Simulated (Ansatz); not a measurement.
## Quasi-harmonic thermodynamics of BeHg (hypothetical, Pm-3m)

Wanted: α(T), C_P(T) and B(T) of BeHg (hypothetical) in the quasi-harmonic approximation. The compound is hypothetical: it was made by swapping elements on a known structure type.

Main program and level: Ansatz 0.2.0; DFT PBEsol, scalar-relativistic, plane waves, PAW.

This is a report of a sequence of runs, with most program output left out.

## 1. Starting point

It takes space group Pm-3m (No. 221, cubic). The conventional cell has a = 2.938 Å, b = 2.938 Å, c = 2.938 Å, α = 90.00°, β = 90.00°, γ = 90.00°. Nearest to Be lie 8 Hg at 2.54 Å. Hg has 8 Be at 2.54 Å nearest. Farther neighbours are not listed.

## 2. A first coarse run

Before spending time, one coarse run tells the gap and the pressure of the starting cell.

Input file input.yaml:

```yaml
crystal:
  lattice:
    - [2.93753, 0.0, 0.0]
    - [0.0, 2.93753, 0.0]
    - [0.0, 0.0, 2.93753]
  atoms:
    - { symbol: Be, position: [0.5, 0.5, 0.5] }
    - { symbol: Hg, position: [0.0, 0.0, 0.0] }
kpoints:
  mp_grid: { grid: [6, 6, 6] }
hamiltonian:
  xc: pbesol
scf:
  occupations: { method: gaussian, width: 0.1 }
output:
  forces: true
  stress: true
  eigenvalues: true
```

On the command line:

```bash
$ ansatz run input.yaml --threads 4 --pin off --max-ram 8192MiB --backend cpu --events-out ev --progress --plain --runs-dir out
```

Elapsed: 0.32 s, on 4 threads of Arm Neoverse V2, shared host; peak memory 0.26 GiB.

This step gave:

```
pressure          : 21.54 GPa
volume per atom   : 12.67 Å³
gap on the k-mesh : 0 eV
```

The start is under 22 GPa at this level and looks like a metal on this mesh.

## 3. A loose first relaxation

The start is far from rest, so a relaxation with loose thresholds first brings it near the minimum.

input.yaml, as its differences from that of step 2:

```diff
@@ -18 +18,6 @@
   eigenvalues: true
+relax:
+  adjacent_minimum: "off"
+  f_tol: 0.05
+  max_steps: 80
+  cell: { stress_tol: 0.5 }
```

The job ended after 0.95 s (4 threads; peak memory 0.29 GiB; 2.6 s of CPU time).

Relaxation path:

```
step  energy less that of the first step (eV)  largest force component (eV/Å)  pressure (GPa)  volume (Å³)
   1                                   0.0000                          0.0000           21.54        25.35
   2                                  -0.2514                          0.0000            1.70        29.24
   3                                  -0.2539                          0.0000            0.42        29.63
  4*                                  -0.2554                          0.0000            0.47        29.63
```

Relaxation steps marked * repeat the geometry before them on a plane-wave basis chosen anew for their cell, so energy and pressure can jump there.

The run keeps the 48 symmetry operations that it works with, so distortions that break them were not tested.

```
conventional cell, symmetrised  before  after   change
                         a (Å)   2.938  3.094   +5.3 %
                         b (Å)   2.938  3.094   +5.3 %
                         c (Å)   2.938  3.094   +5.3 %
              volume (Å³/atom)   12.67  14.81  +16.9 %
```

Final coordinates:

```
Be Hg
1.0
     3.09439    0.00000    0.00000
     0.00000    3.09439    0.00000
     0.00000    0.00000    3.09439
Be Hg
1 1
Cartesian
  1.5472 1.5472 1.5472
  0.0000 0.0000 0.0000
```

This step gave:

```
pressure        : 0.4685 GPa
volume per atom : 14.81 Å³
```

The relaxation ends with a pressure of 0.47 GPa.

## 4. Relaxation

Phonons are second derivatives about a minimum, so cell and atoms are relaxed first, inside the symmetry of the start.

Input file input.yaml:

```yaml
crystal:
  lattice:
    - [3.0943864778, 0.0, 0.0]
    - [0.0, 3.0943864778, 0.0]
    - [0.0, 0.0, 3.0943864778]
  atoms:
    - { symbol: Be, position: [0.5, 0.5, 0.5] }
    - { symbol: Hg, position: [0.0, 0.0, 0.0] }
kpoints:
  mp_grid: { grid: [14, 14, 14] }
hamiltonian:
  xc: pbesol
scf:
  occupations: { method: gaussian, width: 0.1 }
output:
  forces: true
  stress: true
  eigenvalues: true
  write_density: true
  write_potential: true
  elf: true
  volumetric_format: npy
relax:
  adjacent_minimum: "off"
  f_tol: 0.005
  max_steps: 80
  cell: { stress_tol: 0.05 }
```

The job ended after 3.1 s (4 threads; peak memory 0.36 GiB; 11 s of CPU time).

The steps of the relaxation:

```
step  energy less that of the first step (eV)  largest force component (eV/Å)  pressure (GPa)  volume (Å³)
   1                                   0.0000                          0.0000           -1.17        29.63
   2                                  -0.0005                          0.0000            1.10        28.94
   3                                  -0.0014                          0.0000           -0.03        29.27
  4*                                  -0.0014                          0.0000           -0.03        29.27
```

Relaxation steps marked * repeat the geometry before them on a plane-wave basis chosen anew for their cell, so energy and pressure can jump there.

Forces are held to the 48 operations that the run works with; a distortion that breaks them can't arise in this run.

```
conventional cell, symmetrised  before  after  change
                         a (Å)   3.094  3.082  -0.4 %
                         b (Å)   3.094  3.082  -0.4 %
                         c (Å)   3.094  3.082  -0.4 %
              volume (Å³/atom)   14.81  14.64  -1.2 %
```

Final coordinates:

```xyz
2
Lattice="3.0819 0.0000 0.0000 0.0000 3.0819 0.0000 0.0000 0.0000 3.0819" Properties=species:S:1:pos:R:3 pbc="T T T"
Be    1.5409    1.5409    1.5409
Hg    0.0000    0.0000    0.0000
```

This step gave:

```yaml
pressure: -0.02898 GPa
volume_per_atom: 14.64 Å³
```

Electrostatic potential energy in the ac plane at fractional y = 0.000, with atoms of Hg within 0.2 Å of it. With pseudopotentials it is smooth inside the atoms' cores, unlike the true potential.

Ten even steps from '0' (-33 eV) to '9' (17 eV):
```
0000268999862000
0001479999974100
0013689999986310
2246899999998642
6678999999999876
8899999999999998
9999999999999999
9999999999999999
9999999999999999
8899999999999998
6678999999999876
2246899999998642
0013689999986310
0001479999974100
0000268999862000
0000268999862000
```
Columns run along a (3.1 Å; values clipped at the 3rd and 97th percentile), rows up along c (3.1 Å). Atoms in or near the plane, at fractional coordinates: Hg at (0.00, 0.00).

Valence density in the ac plane at fractional y = 0.000, with atoms of Hg within 0.2 Å of it. It is the smooth field of the valence electrons, not physical close to the nuclei.

Values in e/Å³, 16 rows by 16 columns:
```
15 14 10  6  2  1  0  0  0  0  0  1  2  6 10 14
11 10  7  4  2  1  0  0  0  0  0  1  2  4  7 10
 6  6  4  2  1  0  0  0  0  0  0  0  1  2  4  6
 3  2  2  1  1  0  0  0  0  0  0  0  1  1  2  2
 1  1  1  0  0  0  0  0  0  0  0  0  0  0  1  1
 0  0  0  0  0  0  0  0  0  0  0  0  0  0  0  0
 0  0  0  0  0  0  0  0  0  0  0  0  0  0  0  0
 0  0  0  0  0  0  0  0  0  0  0  0  0  0  0  0
 0  0  0  0  0  0  0  0  0  0  0  0  0  0  0  0
 0  0  0  0  0  0  0  0  0  0  0  0  0  0  0  0
 1  1  1  0  0  0  0  0  0  0  0  0  0  0  1  1
 3  2  2  1  1  0  0  0  0  0  0  0  1  1  2  2
 6  6  4  2  1  0  0  0  0  0  0  0  1  2  4  6
11 10  7  4  2  1  0  0  0  0  0  1  2  4  7 10
15 14 10  6  2  1  0  0  0  0  0  1  2  6 10 14
17 15 11  6  3  1  0  0  0  0  0  1  3  6 11 15
```
Columns run along a (3.1 Å), rows up along c (3.1 Å). Atoms in or near the plane, at fractional coordinates: Hg at (0.00, 0.00).

ELF in the ac plane at fractional y = 0.000, with atoms of Hg within 0.2 Å of it. It is the smooth field of the valence electrons, not physical close to the nuclei.

Ten even steps from '0' (0.19) to '9' (0.78):
```
8765421000124567
6654321000123456
5543211000112345
4432111111111234
2221111111111122
1111111111111111
0000111111111000
0000111111111000
0000111111111000
1111111111111111
2221111111111122
4432111111111234
5543211000112345
6654321000123456
8765421000124567
9865421000124568
```
Columns run along a (3.1 Å), rows up along c (3.1 Å). Atoms in or near the plane, at fractional coordinates: Hg at (0.00, 0.00).

The relaxation ends with a pressure of -0.03 GPa.

## 5. Tight relaxation

The thresholds are tightened for a last relaxation ahead of the phonons, and where mesh or smearing change with them the cell follows.

Input file input.yaml:

```yaml
crystal:
  lattice:
    - [3.0818891078, 0.0, 0.0]
    - [0.0, 3.0818891078, 0.0]
    - [0.0, 0.0, 3.0818891078]
  atoms:
    - { symbol: Be, position: [0.5, 0.5, 0.5] }
    - { symbol: Hg, position: [0.0, 0.0, 0.0] }
kpoints:
  mp_grid: { grid: [16, 16, 16] }
hamiltonian:
  xc: pbesol
scf:
  occupations: { method: methfessel_paxton, width: 0.15 }
output:
  forces: true
  stress: true
  eigenvalues: true
relax:
  adjacent_minimum: "off"
  f_tol: 0.001
  max_steps: 60
  cell: { stress_tol: 0.01 }
```

Wall time 3.9 s (4 threads); peak memory 0.38 GiB.

Step by step:

```
step  energy less that of the first step (eV)  largest force component (eV/Å)  pressure (GPa)  volume (Å³)
   1                                   0.0000                          0.0000            0.37        29.27
   2                                   0.0000                          0.0000           -0.34        29.48
   3                                  -0.0001                          0.0000            0.00        29.38
  4*                                  -0.0001                          0.0000            0.00        29.38
```

Relaxation steps marked * repeat the geometry before them on a plane-wave basis chosen anew for their cell, so energy and pressure can jump there.

Forces are held to the 48 operations that the run works with; a distortion that breaks them can't arise in this run.

```
conventional cell, symmetrised  before  after  change
                         a (Å)   3.082  3.086  +0.1 %
                         b (Å)   3.082  3.086  +0.1 %
                         c (Å)   3.082  3.086  +0.1 %
              volume (Å³/atom)   14.64  14.69  +0.4 %
```

Final coordinates:

```xyz
2
Lattice="3.0857 0.0000 0.0000 0.0000 3.0857 0.0000 0.0000 0.0000 3.0857" Properties=species:S:1:pos:R:3 pbc="T T T"
Be    1.5428    1.5428    1.5428
Hg    0.0000    0.0000    0.0000
```

This step gave:

```
pressure        : -0.002528 GPa
volume per atom : 14.69 Å³
```

The residual pressure is -0.0025 GPa, small enough for phonons.

## 6. The quasi-harmonic study, q-mesh 2×2×2

The study relaxes the crystal at several strains, solves the phonons on some of them and minimises the free energy at each temperature (static energy, vibrations, the electrons in a metal, and PV under a set pressure); the q-mesh sets how far the force constants reach.

input.yaml, the sections that differ from step 5:

```yaml
crystal:
  lattice:
    - [3.0856973024, 0.0, 0.0]
    - [0.0, 3.0856973024, 0.0]
    - [0.0, 0.0, 3.0856973024]
  atoms:
    - { symbol: Be, position: [0.5, 0.5, 0.5] }
    - { symbol: Hg, position: [0.0, 0.0, 0.0] }
output:
  eigenvalues: true
phonons:
  method: dfpt
  qmesh: [2, 2, 2]
  temperatures: { t_max: 450.0, t_step: 25 }
  thermal_expansion: {}
# kpoints, hamiltonian, scf: as in step 5
# relax: removed
```

Elapsed: 84 s, on 4 threads; peak memory 1.1 GiB; 5.2 min of CPU time.

The run ended with an error.

The program's message: “vibrations stand at or below zero in cell 4 (1.500 modes a cell, the lowest at -90.2 cm⁻¹): the crystal is at no minimum there, or its k-points are too few: type the crystal that it becomes, another p …”

## 7. The quasi-harmonic study, q-mesh 4×4×4

input.yaml, as its differences from that of step 6:

```diff
@@ -18,3 +18,3 @@
   method: dfpt
-  qmesh: [2, 2, 2]
+  qmesh: [4, 4, 4]
   temperatures: { t_max: 450.0, t_step: 25 }
```

Elapsed: 7.6 min, on 4 threads; peak memory 2.6 GiB.

The run ended with an error.

The program's message: “vibrations stand at or below zero in cell 4 (0.750 modes a cell, the lowest at -90.2 cm⁻¹): the crystal is at no minimum there, or its k-points are too few: type the crystal that it becomes, another p …”

## 8. Phonons of the refused cell

The study refused this cell, so its phonons are run alone to see which modes are imaginary.

input.yaml, the sections that differ from step 7:

```yaml
phonons:
  method: dfpt
  qmesh: [4, 4, 4]
  temperatures: { t_max: 1000, t_step: 50 }
  qpath:
    path:
      - [[0.0, 0.0, 0.0], [0.0, 0.5, 0.0], [0.5, 0.5, 0.0], [0.0, 0.0, 0.0], [0.5, 0.5, 0.5], [0.0, 0.5, 0.0]]
      - [[0.5, 0.5, 0.5], [0.5, 0.5, 0.0]]
    npoints: 10
# crystal, kpoints, hamiltonian, scf, output: as in step 7
```

Elapsed: 4.9 min, on 4 threads; peak memory 2.3 GiB; 19 min of CPU time.

Numbers from this step:

```
Γ frequencies                : 0, 0, 0, 207.6, 207.6, 207.6 cm⁻¹ (negative: imaginary)
lowest frequency on the path : -89.92 cm⁻¹
point group                  : m-3m
highest frequency            : 280.8 cm⁻¹
```

No LO-TO term. Phonon branches along the path, in cm⁻¹:

```
    point  branch 1  branch 2  branch 3  branch 4  branch 5  branch 6
        Γ         0         0         0       208       208       208
  halfway        18        18        74       195       195       215
        X        26        26       109       171       171       281
  halfway        21        41        70       225       231       236
        M       -80       -80       -14       221       221       256
  halfway       -31        24        81       214       217       232
        Γ         0         0         0       208       208       208
  halfway        15        15        67       185       185       266
        R       -90       -90       -90        88        88        88
  halfway       -39        68        68       124       199       253
        X        26        26       109       171       171       281
jump to R       -90       -90       -90        88        88        88
  halfway       -81       -81        71       172       172       198
        M       -80       -80       -14       221       221       256
```

Tetrahedra on 20 20 20, mean over bins of 5 cm⁻¹. Table of phonon density of states by wavenumber; read off at these points:

```
wavenumber (cm⁻¹)  phonon density of states (1/cm⁻¹/cell)
              -92                                       0
              -72                                  0.0116
              -58                                  0.0117
              -38                                  0.0104
              -22                                  0.0144
               -2                                 0.00832
               12                                  0.0137
               28                                  0.0471
               32                                  0.0300
               52                                  0.0129
               68                                  0.0302
               72                                  0.0326
               88                                  0.0126
              102                                 0.00505
              122                                 0.00327
              138                                 0.00468
              158                                 0.00724
              178                                  0.0177
              192                                  0.0268
              202                                  0.0499
              212                                  0.0344
              222                                  0.0385
              228                                  0.0257
              248                                  0.0293
              252                                  0.0401
              262                                  0.0129
              282                                       0
```

No LO-TO term. Modes at Γ, with each element's share of the kinetic energy:

```
mode  frequency (cm⁻¹)  symmetry  Be %  Hg %
   1               0.0       T1u     4    96
   2               0.0       T1u     4    96
   3               0.0       T1u     4    96
   4             207.6       T1u    96     4
   5             207.6       T1u    96     4
   6             207.6       T1u    96     4
```

Displacements in mode 6 (207.6 cm⁻¹), the largest set to 1:
```
Be1  0.00  1.00 -0.14
Hg2  0.00 -0.04  0.01
```

Lowest modes at the softest wavevector of the mesh; phase exp(i q.(R + tau)). Modes at q = (0.500, 0.500, 0.500), with each element's share of the kinetic energy (negative means imaginary):

```
mode  frequency (cm⁻¹)  Be %  Hg %
   1             -89.9   100     0
   2             -89.9   100     0
   3             -89.9   100     0
   4              88.3     0   100
   5              88.3     0   100
   6              88.3     0   100
```

Displacements in mode 1 (-89.9 cm⁻¹), the largest set to 1, in the home cell:
```
Be1  0.27 -1.00  0.96
Hg2  0.00  0.00  0.00
```

Displacements in mode 6 (88.3 cm⁻¹), the largest set to 1, in the home cell (x, y, z of the real part, then of the imaginary part):
```
Be1  0.00  0.00  0.00  0.00  0.00  0.00
Hg2  0.08  1.00 -0.40  0.34  0.10  0.31
```

The modes has structure finer than the step of the table below, so its rows give means over 20 cm⁻¹, whole bins alone (the curve runs from -96.8 to 298 cm⁻¹). Peaks (cm⁻¹: height): Be -64.5: 0.0055, 203.6: 0.0431, 218.5: 0.0353, 253.3: 0.0344; Hg -17.3: 0.0150, 24.9: 0.0443, 77.0: 0.0292.

Phonopy on the run's constants, 19x19x19 mesh, Gaussian sigma 2.8 cm⁻¹. The modes by wavenumber; means over each step; values in 1/cm⁻¹/cell:

```
wavenumber (cm⁻¹)       Be       Hg
              -80  0.00312  0.00385
              -60  0.00383  0.00752
              -40  0.00280  0.00929
              -20  0.00212   0.0122
                0   3.2e-4  0.00418
               20  0.00116   0.0287
               40  0.00175   0.0229
               60  0.00115   0.0172
               80  0.00115   0.0232
              100   9.4e-4  0.00543
              120  0.00211  0.00131
              140  0.00349  0.00134
              160  0.00623  0.00161
              180   0.0161  0.00211
              200   0.0331  0.00352
              220   0.0291  0.00389
              240   0.0209   9.1e-4
              260   0.0200   8.0e-4
              280   6.5e-4   4.2e-6
```

The lowest solved frequency is -89.9 cm⁻¹, so the cell is unstable here and gives no valid free energy.

## 9. Results

* lowest frequency at the solved wavevectors: -89.9 cm⁻¹

What this shows: With imaginary harmonic modes at the relaxed cell the quasi-harmonic free energy is undefined, so no expansion is obtained for this phase at this level. The softest solved mode is 90i cm⁻¹ at q = (-0.5, -0.5, -0.5), and 5 of 10 solved wavevectors carry a mode beyond 8i cm⁻¹. In a metal soft modes also hang on the k-mesh and the smearing, which were not converged here. The PAW files were made for PBE and are used here under another functional, for which the program regenerates the frozen cores.

[Logs are printed without paths, hosts, clocks, repeated set-up lines and the standing remarks that a program may print on its own settings, such as how far it seeks lower states.]

[Hosts, paths, dates, database ids (printed as entryN), source tags and the programs' standing remarks are cut or masked in the printed files.]

[A step with changed settings may run another functional than the one named; its input shows which.]

[Pressures of single members of a volume series are the stress at the run's cutoff; with an incomplete basis they can lie off −dE/dV of the same runs, and they are not shown converged.]
